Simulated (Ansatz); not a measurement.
# Ga2O3 (R-3c): spin-orbit coupling beyond the local functionals

Wanted: gaps of Ga2O3 (R-3c) with and without spin-orbit coupling, with cost.

Program: Ansatz 0.2.0. Level of theory: density functionals with and without spin-orbit coupling, plane waves, PAW. Results are calculated unless marked as measured.

**Experimental background.**

- Gap 5.2 eV: optical gap from Tauc plot assuming direct gap; largest value, film grown at 250 C; UV-vis transmittance/reflectance, Tauc plot; film on c-plane sapphire (“Low temperature growth and optical properties of alpha-Ga2O3 deposited on sapphire by plasma enhanced atomic layer deposition”, 2019, arxiv:1908.06914).

- Gap 5.15 eV: optical gap from Tauc plot assuming direct gap; lower end of the 5.15-5.20 eV range for alpha-phase films; UV-vis transmittance/reflectance, Tauc plot; film on c-plane sapphire (“Low temperature growth and optical properties of alpha-Ga2O3 deposited on sapphire by plasma enhanced atomic layer deposition”, 2019, arxiv:1908.06914).

- Gap 5.04 eV: direct optical gap from Tauc plot; UV-vis transmittance, Tauc plot; film on Al2O3 (“Ti Alloyed α-Ga2O3: Route towards Wide Band Gap Engineering”, 2020, pmc:7766553).

- Gap 5.6 eV: direct band-to-band gap from Tauc plot; UV-Vis absorption, Tauc plot; film (163 nm mist CVD film on c-plane sapphire) on Al2O3 (sapphire) (“Optical properties of mist CVD grown alpha-Ga2O3”, 2019, arxiv:1907.13072).

- Gap 5.3 eV: direct optical gap from Tauc plot, upper end of the 5.1-5.3 eV range over the samples; UV-visible transmission; film (mist-CVD epitaxial films grown with different carrier gases) on Al2O3 (0001) (“Influence of Carrier Gases on the Quality of Epitaxial Corundum-Structured α-Ga2O3 Films Grown by Mist Chemical Vapor Deposition Method”, 2019, pmc:6888560).

This is a selection; 1 further report is not listed.

## Step 1: Set-up

Symmetry: R-3c, No. 167, trigonal system. The conventional cell has a = 4.997 Å, b = 4.997 Å, c = 13.451 Å, α = 90.00°, β = 90.00°, γ = 120.00°. Ga has 6 O at 1.93 to 2.08 Å nearest. Nearest to O lie 4 Ga at 1.93 to 2.08 Å. Farther neighbours and most contacts between anions are not listed.

The cell and positions are those that the Materials Project relaxed with its own functionals (PBE, PBE+U or r2SCAN), kept fixed. This is not the form that Ga2O3 usually takes at ambient conditions. The default PAW set here is soft_2. Its files were made with PBE.

## Step 2: HSE06, 4×4×4 mesh

This step: DFT, HSE06, plane waves, PAW.

input.yaml

```yaml
crystal:
  lattice:
    - [2.4986991939, 1.4426246522, 4.4835497685]
    - [-2.4986991939, 1.4426246522, 4.4835497685]
    - [0.0, -2.8852493044, 4.4835497685]
  atoms:
    - { symbol: Ga, position: [0.85558558, 0.85558558, 0.85558558] }
    - { symbol: Ga, position: [0.64441442, 0.64441442, 0.64441442] }
    - { symbol: Ga, position: [0.14441442, 0.14441442, 0.14441442] }
    - { symbol: Ga, position: [0.35558558, 0.35558558, 0.35558558] }
    - { symbol: O, position: [0.75, 0.44683282, 0.05316718] }
    - { symbol: O, position: [0.44683282, 0.05316718, 0.75] }
    - { symbol: O, position: [0.05316718, 0.75, 0.44683282] }
    - { symbol: O, position: [0.25, 0.55316718, 0.94683282] }
    - { symbol: O, position: [0.94683282, 0.25, 0.55316718] }
    - { symbol: O, position: [0.55316718, 0.94683282, 0.25] }
kpoints:
  mp_grid: { grid: [4, 4, 4] }
  band_path:
    path:
      - [0.0, 0.0, 0.0]
      - [0.5, 0.5, 0.5]
      - [0.76431389, 0.23568611, 0.5]
      - [0.5, -0.23568611, 0.23568611]
      - [0.5, 0.0, 0.0]
      - [0.36784305, -0.36784305, 0.0]
      - [0.63215695, 0.0, 0.36784305]
      - [0.5, 0.0, 0.5]
      - [0.0, 0.1666666667, -0.1666666667]
    npoints: 1
hamiltonian:
  xc: hse06
scf:
  occupations: { method: fixed }
  n_extra_bands: 7
output:
  eigenvalues: true
```

Launch:

```console
ansatz run input.yaml --threads 3 --pin off --max-ram 92160MiB --backend cuda --events-out ev --progress --plain --runs-dir out --devices 1 --max-vram 13GiB  # rebuilt from the run's record
```

Numbers of over 12 decimals in the logs are rounded to 6 here.

Output:

```text
scf.n_extra_bands = 7 over 44 filled bands (N_el = 88.0): the run solves 51 bands
GPUs: using 1 of 1 available (devices: 1).
Engine: ansatz 0.2.0, x86_64-unknown-linux-gnu
Pseudopotentials: kind: paw
Pseudopotential: Ga, paw, valence charge 13, recommended cutoff 420 eV (normal), Ga.paw.azcp
Pseudopotential: O, paw, valence charge 6, recommended cutoff 420 eV (normal), O.paw.azcp
Functional definition: HSE06
  parameter a = 0.25
  parameter omega = 0.11/bohr
  exchange = pbe_x - a*pbe_x_sr(omega) + a*exact_x_sr(omega)
  correlation = pbe_c
davidson cushion auto → on  (no smearing: the cushion is to keep the highest requested band from converging to the state above it; pin scf.eigensolver.cushion to override)
device memory: the entry about to start is reckoned to put 2.2 GiB on a device that reports 31.7 GiB free (of which the cap on the GPU budget leaves the run 13.0 GiB)
GPU FFT provider: cuFFT
GPU libraries: cuBLAS 13.8.2, cuFFT 12.4.0, cuSOLVER 12.3.4
Crystal: 10 atoms, lattice volume = 96.971 Å³
Basis set: ecut = 420 eV, 1899 PW (Γ)
Bands: 51, of which v1, the nominal top of the filled ones, is band 44 counted from 1 (43 counted from 0)
Symmetry: 12 space group operations
Space group: R-3c (ITA 167), of the structure as read, at distance tolerance 4.6e-5 Å
k-points: 13 of 64
Non-local potential: Ga, projectors of the file, l = 0: 2, l = 1: 2, l = 2: 3, l = 3: 1
Non-local potential: O, projectors of the file, l = 0: 2, l = 1: 2, l = 2: 1
PAW form: soft (Blöchl's): semilocal exchange-correlation on the pseudo side does not see the compensation charge
PAW frozen core: Ga, regenerated for the run's functional, and the local potential with it (the file was generated under x = pbe(κ = 0.804, μ = 0.219515), c = pbe(β = 0.066725))
PAW frozen core: O, regenerated for the run's functional, and the local potential with it (the file was generated under x = pbe(κ = 0.804, μ = 0.219515), c = pbe(β = 0.066725))
PAW one-centre angular grid: Ga, 590 points (default); XC on 64 Gauss nodes
PAW one-centre angular grid: O, 110 points (default); XC on 96 Gauss nodes
Initial density: superposition of atomic densities (neutral atoms: chi_scale 0, normalization atom), corrected by the library's trained network
Initial wavefunctions: pseudopotential atomic-orbital guess
GPU buffer pool allocated for 46656 grid points (all kernels)
GPU transforms: local potential and band sums: pruned to the plane-wave sphere, on 36×36×36
Functional: x = pbe(κ = 0.804, μ = 0.219515), c = pbe(β = 0.066725), warm-up for x = pbe(κ = 0.804, μ = 0.219515) + 0.25 (exact − pbe) at short range (hse, ω = 0.207870 Å⁻¹), c = pbe(β = 0.066725); HSE06 as pw.x's `hse` composes it (authors' and Libxc's form: `xc: wpbeh`)
[...]
Frozen-core exchange: fock
SCF iter   1: F=—  HF=-18541.155887 eV  |F-HF|=—  |Δ(HF+E_count)|=         —  Δρ=1.04e-4  dr2=1.18e-5  ethr=1.55e-6  ⟨swp⟩=3.1  Hψ=1549  notcnv=0
preconditioner: auto → none  [insulator: Δε(μ)=4.599 eV  Ē_g=20.214 eV  n_scr=26 (ndim 8)  ℏωp=35.4 eV  f_vac=0.019]
iter 2 solved again at ethr=4.78e-10 eV; its pass at ethr=9.74e-9 eV (dr2=4.21e-7 eV) is discarded
SCF iter   2: F=—  HF=-18541.155893 eV  |F-HF|=—  |Δ(HF+E_count)|=   5.59e-6  Δρ=3.14e-5  dr2=1.07e-6  ethr=4.78e-10  ⟨swp⟩=2.0  Hψ=3981  notcnv=0
SCF iter   3: F=—  HF=-18541.155897 eV  |F-HF|=—  |Δ(HF+E_count)|=   4.41e-6  Δρ=2.61e-5  dr2=4.44e-7  ethr=4.78e-10  ⟨swp⟩=4.6  Hψ=2557  notcnv=0  defer=1
SCF iter   4: F=-18541.155897 eV  HF=-18541.155897 eV  |F-HF|=2.40e-9  |Δ(HF+E_count)|=   1.58e-7  Δρ=3.04e-6  dr2=8.56e-9  ethr=4.74e-10  ⟨swp⟩=3.0  Hψ=1768  notcnv=0
SCF 3 converged in 4 iterations: F = -18541.155897 eV  dr2 = 8.56e-9
hybrid outer 2: dexx = +4.061e-6 eV, tail = 7.64e-8 eV, Δε = 4.73e-3 eV (about 1.01e-4 eV left of the loop's levels)
device memory: the entry about to start is reckoned to put 0.8 GiB on a device that reports 32.4 GiB free (of which the cap on the GPU budget leaves the run 13.0 GiB)
NSCF: frozen V_eff on 9 k-points
hybrid SCF converged: 2 outer / 10 inner (+2 warm-up), last move |dexx| = 4.06e-6 eV, tail = 7.64e-8 eV
Stability not checked: this state was not tested for a lower state beside it, because the functional holds exact exchange (a hybrid, or Hartree-Fock), whose exchange loop this test does not read (fock_operator; see scf.lower_state_search)
Free energy (F): -18541.155896 eV
Frozen-core exchange: fock
Harris-Foulkes:  -18541.155896 eV  (|F-HF|=2.39e-9)
Internal energy: -18541.155896 eV  (E = F + TS)
E sigma→0 (E₀):  -18541.155896 eV
Fermi energy:    7.869356 eV
--- Per-component energies (eV) ---
  E_band       = -201.344308
  E_kinetic    = 1526.210810
  E_local      = -8543.275962  (includes V_loc(G=0)·N_el)
  E_nonlocal   = 2022.873458
  E_hartree    = 3875.945521
  E_xc         = -571.606084
  E_vxc        = -629.913332  (∫ρ·V_xc dr)
  E_exx        = -311.755313  (= α·E_x^exact, valence–valence)
  E_paw        = -8786.242754  (= ΣΔE_a)
  E_vpaw       = -1705.639912  (= ΣTr[D̂ρ^β])
  E_aug_tail   = 0.014527  (compensation charges beyond the density's cutoff)
  E_ewald      = -7753.609124
  E_core_change = 0.289025  (= ΣΔE_core)
  E_smearing   = -0.000000  (= −TS)
  E_closure    = -0.000000  (closes the sum)
  Σ components = -18541.155896   (vs F -18541.155896, Δ=3.64e-12)
--- Band table (eV; the first three rows and the last of 13) ---
  k-point 0: bands = [... 40 lower, 7.5966, 7.6368, 7.6728, 7.6728, 12.4688, 16.6214, 16.6327, 18.9746, ... 3 higher]
  k-point 1: bands = [... 40 lower, 7.2600, 7.3785, 7.7176, 7.8694, 14.0538, 16.4154, 17.2501, 18.1782, ... 3 higher]
  k-point 2: bands = [... 40 lower, 6.8727, 6.8727, 7.7497, 7.7497, 16.2761, 16.2761, 16.6244, 16.6244, ... 3 higher]
  k-point 12: bands = [... 40 lower, 7.6164, 7.6164, 7.6164, 7.6164, 15.6608, 15.6608, 17.8527, 17.8527, ... 3 higher]
```

Elapsed: 35 s, on 1 × NVIDIA H100 80GB HBM3 (shared by 6 runs) with 3 threads of AMD EPYC 7R13 (Zen 3), shared host; peak memory 1.5 GiB; 72 s of CPU time.

The column dr2 measures how far the density is from self-consistency, as an energy; F and HF (Harris–Foulkes) agree once it is small.

Numbers from this step:

| Property | Result |
| --- | --- |
| gap | 4.548 eV |
| valence top at | k = (0.000, 0.167, -0.167) |
| conduction bottom at | Γ |
| least direct gap | 4.796 eV |
| exact-exchange fraction | 0.25 |

The gap is indirect, with the least direct gap 0.25 eV higher.

## Step 3: HSE06+SOC, 4×4×4 mesh

Spin-orbit coupling can split or shift the edges; a non-collinear run measures by how much.

This step: DFT, HSE06 with spin-orbit coupling, plane waves, PAW.

Changes to input.yaml since step 2:

```diff
@@ -34,3 +34,6 @@
   occupations: { method: fixed }
-  n_extra_bands: 7
+  n_extra_bands: 14
+magnetization:
+  noncollinear: true
+  spin_orbit: true
 output:
```

Output:

```text
[...]
GPUs: using 1 of 1 available (devices: 1).
[...]
non-collinear run that drives no moment, with spin-orbit: no starting moment large enough to seed its density (crystal.atoms[].spin), no starting occupations that ask for one, no magnetisation constraint and no magnetic field, so the semilocal B_xc is pinned to zero
[...]
GPU FFT provider: cuFFT
GPU libraries: cuBLAS 13.8.2, cuFFT 12.4.0, cuSOLVER 12.3.4
Crystal: 10 atoms, lattice volume = 96.971 Å³
Basis set: ecut = 420 eV, 1899 PW (Γ)
Bands: 102, of which v1, the nominal top of the filled ones, is band 88 counted from 1 (87 counted from 0)
Symmetry: 12 space group operations + 12 with time reversal
[...]
k-points: 13 of 64
Projection manifold: j_resolved (fully-relativistic pseudo-atomic orbitals)
[...]
GPU buffer pool allocated for 46656 grid points (all kernels)
[...]
SCF iter   1: F=—  HF=-18541.935752 eV  |F-HF|=—  |Δ(HF+E_count)|=         —  Δρ=1.15e-1  dr2=5.88e0  dr2_m=0.00e0 (ungated)  ethr=1.00e-1  |M|=0.00e0 ∫|m|=0.00e0 μB  |m|>n=0.0e0 m-floor=0.0e0 τ_xc=0.0e0  β_m=0.30  ⟨swp⟩=3.8  Hψ=5036  notcnv=0
[...]
SCF iter   6: F=-18540.073627 eV  HF=-18540.073705 eV  |F-HF|=7.83e-5  |Δ(HF+E_count)|=   1.54e-3  Δρ=6.29e-4  dr2=1.71e-4  dr2_m=0.00e0 (ungated)  ethr=1.53e-6  |M|=0.00e0 ∫|m|=0.00e0 μB  |m|>n=0.0e0 m-floor=0.0e0 τ_xc=0.0e0  ⟨swp⟩=3.8  Hψ=3893  notcnv=0
SCF 1 stopped early in 6 iterations: F = -18540.073627 eV  dr2 = 1.71e-4
[...]
GPU FFT provider: cuFFT
GPU libraries: cuBLAS 13.8.2, cuFFT 12.4.0, cuSOLVER 12.3.4
Projection manifold: j_resolved (fully-relativistic pseudo-atomic orbitals)
[...]
GPU buffer pool allocated for 46656 grid points (all kernels)
[...]
Frozen-core exchange: fock
SCF iter   1: F=—  HF=-18538.732050 eV  |F-HF|=—  |Δ(HF+E_count)|=         —  Δρ=1.73e-2  dr2=1.16e-1  dr2_m=0.00e0 (ungated)  ethr=1.94e-6  |M|=0.00e0 ∫|m|=0.00e0 μB  |m|>n=0.0e0 m-floor=0.0e0 τ_xc=0.0e0  β_m=0.30  ⟨swp⟩=7.1  Hψ=6965  notcnv=0
[...]
SCF iter   5: F=-18538.727845 eV  HF=-18538.727831 eV  |F-HF|=1.42e-5  |Δ(HF+E_count)|=   6.32e-4  Δρ=2.74e-4  dr2=4.28e-5  dr2_m=0.00e0 (ungated)  ethr=3.66e-7  |M|=0.00e0 ∫|m|=0.00e0 μB  |m|>n=0.0e0 m-floor=0.0e0 τ_xc=0.0e0  ⟨swp⟩=4.1  Hψ=4167  notcnv=0
SCF 2 stopped early in 5 iterations: F = -18538.727845 eV  dr2 = 4.28e-5
hybrid outer 1: dexx = +5.212e-2 eV, tail = 3.43e-4 eV
GPU FFT provider: cuFFT
GPU libraries: cuBLAS 13.8.2, cuFFT 12.4.0, cuSOLVER 12.3.4
Projection manifold: j_resolved (fully-relativistic pseudo-atomic orbitals)
GPU buffer pool allocated for 46656 grid points (all kernels)
[...]
Frozen-core exchange: fock
SCF iter   1: F=—  HF=-18538.725960 eV  |F-HF|=—  |Δ(HF+E_count)|=         —  Δρ=9.14e-5  dr2=3.54e-6  dr2_m=0.00e0 (ungated)  ethr=1.95e-6  |M|=0.00e0 ∫|m|=0.00e0 μB  |m|>n=0.0e0 m-floor=0.0e0 τ_xc=0.0e0  β_m=0.30  ⟨swp⟩=3.1  Hψ=3042  notcnv=0
[...]
SCF iter   4: F=-18538.725976 eV  HF=-18538.725976 eV  |F-HF|=8.27e-9  |Δ(HF+E_count)|=   1.79e-6  Δρ=6.74e-6  dr2=3.43e-8  dr2_m=0.00e0 (ungated)  ethr=1.91e-11  |M|=0.00e0 ∫|m|=0.00e0 μB  |m|>n=0.0e0 m-floor=0.0e0 τ_xc=0.0e0  ⟨swp⟩=4.0  Hψ=7385  notcnv=0
SCF 3 converged in 4 iterations: F = -18538.725976 eV  dr2 = 3.43e-8
[...]
NSCF: frozen V_eff on 9 k-points
[...]
Magnetization: |M| = 0.0000 μB,  M = (+0.0000, +0.0000, +0.0000) μB
Absolute magnetization: 0.0000 μB (∫|m|)
  site 0: m = (+0.0000, +0.0000, +0.0000) μB, |m| = 0.0000 μB  (R = 0.80 Å)
  site 1: m = (+0.0000, +0.0000, +0.0000) μB, |m| = 0.0000 μB  (R = 0.80 Å)
  site 2: m = (+0.0000, +0.0000, +0.0000) μB, |m| = 0.0000 μB  (R = 0.80 Å)
  site 3: m = (+0.0000, +0.0000, +0.0000) μB, |m| = 0.0000 μB  (R = 0.80 Å)
  site 4: m = (+0.0000, +0.0000, +0.0000) μB, |m| = 0.0000 μB  (R = 0.80 Å)
  site 5: m = (+0.0000, +0.0000, +0.0000) μB, |m| = 0.0000 μB  (R = 0.80 Å)
  site 6: m = (+0.0000, +0.0000, +0.0000) μB, |m| = 0.0000 μB  (R = 0.80 Å)
  site 7: m = (+0.0000, +0.0000, +0.0000) μB, |m| = 0.0000 μB  (R = 0.80 Å)
  site 8: m = (+0.0000, +0.0000, +0.0000) μB, |m| = 0.0000 μB  (R = 0.80 Å)
  site 9: m = (+0.0000, +0.0000, +0.0000) μB, |m| = 0.0000 μB  (R = 0.80 Å)
Free energy (F): -18538.725975 eV
Frozen-core exchange: fock
[...]
Internal energy: -18538.725975 eV  (E = F + TS)
E sigma→0 (E₀):  -18538.725975 eV
Fermi energy:    7.870055 eV
[...]
--- Band table (eV; the first three rows and the last of 13) ---
  k-point 0: bands = [... 84 lower, 7.6764, 7.6764, 7.6809, 7.6809, 12.4686, 12.4686, 16.6201, 16.6201, ... 10 higher]
  k-point 1: bands = [... 84 lower, 7.7179, 7.7179, 7.8701, 7.8701, 14.0537, 14.0537, 16.4150, 16.4150, ... 10 higher]
  k-point 2: bands = [... 84 lower, 7.7502, 7.7502, 7.7502, 7.7502, 16.2756, 16.2756, 16.2756, 16.2756, ... 10 higher]
  k-point 12: bands = [... 84 lower, 7.6284, 7.6284, 7.6284, 7.6284, 15.6604, 15.6604, 15.6604, 15.6604, ... 10 higher]
```

Wall time 2.7 min (1 × NVIDIA H100 80GB HBM3 (shared by 6 runs) with 3 threads); peak memory 3.1 GiB.

This step gave:

```yaml
gap: 4.547 eV
valence_top_at: k = (0.000, 0.167, -0.167)
conduction_bottom_at: Γ
least_direct_gap: 4.788 eV
exact_exchange_fraction: 0.25
```

The gap is that of HSE06.

## Step 4: Together

Times are wall times on 1 × NVIDIA H100 80GB HBM3 (shared by 6 runs) with 3 threads of AMD EPYC 7R13 (Zen 3), shared host, good to a factor of about two.

```
level  gap (eV)  with coupling (eV)  change (eV)  time  with coupling
HSE06      4.55                4.55       −0.001  35 s        2.7 min
```

## Step 5: Results

| Property | Result |
| --- | --- |
| HSE06 | 4.55 eV |
| HSE06+SOC | 4.55 eV |

Spin-orbit coupling changes the gap by −0.001 eV and the least direct gap by −0.01 eV. Against experiment, by HSE06+SOC: the direct gap of 4.79 eV lies −0.41 eV from the measured 5.2 eV (direct, on c-plane sapphire, 2019); the direct gap of 4.79 eV lies −0.36 eV from the measured 5.15 eV (direct, on c-plane sapphire, 2019); the direct gap of 4.79 eV lies −0.25 eV from the measured 5.04 eV (direct, on Al2O3, 2020); the direct gap of 4.79 eV lies −0.81 eV from the measured 5.6 eV (direct, on Al2O3 (sapphire), 2019); the direct gap of 4.79 eV lies −0.51 eV from the measured 5.3 eV (direct, on Al2O3 (0001), 2019). An exciton line or allowed optical edge lies below the quasiparticle gap by the binding energy; a forbidden edge can push the onset above it. The lattice is static and excitons are left out.

[Paths, hosts, dates, memory and timing lines, banners, echoed tables and standing remarks are left out of the program output.]

[Logs are printed without paths, hosts, clocks, repeated set-up lines and the standing remarks that a program may print on its own settings, such as how far it seeks lower states.]

[Runs of the session that timed out or met a known fault of the program may be left out.]

[Cells called generated may have been cut or substituted from an entry of the Crystallography Open Database or the Materials Project.]

[Hosts, paths, dates, database ids (printed as entryN), source tags and the programs' standing remarks are cut or masked in the printed files.]
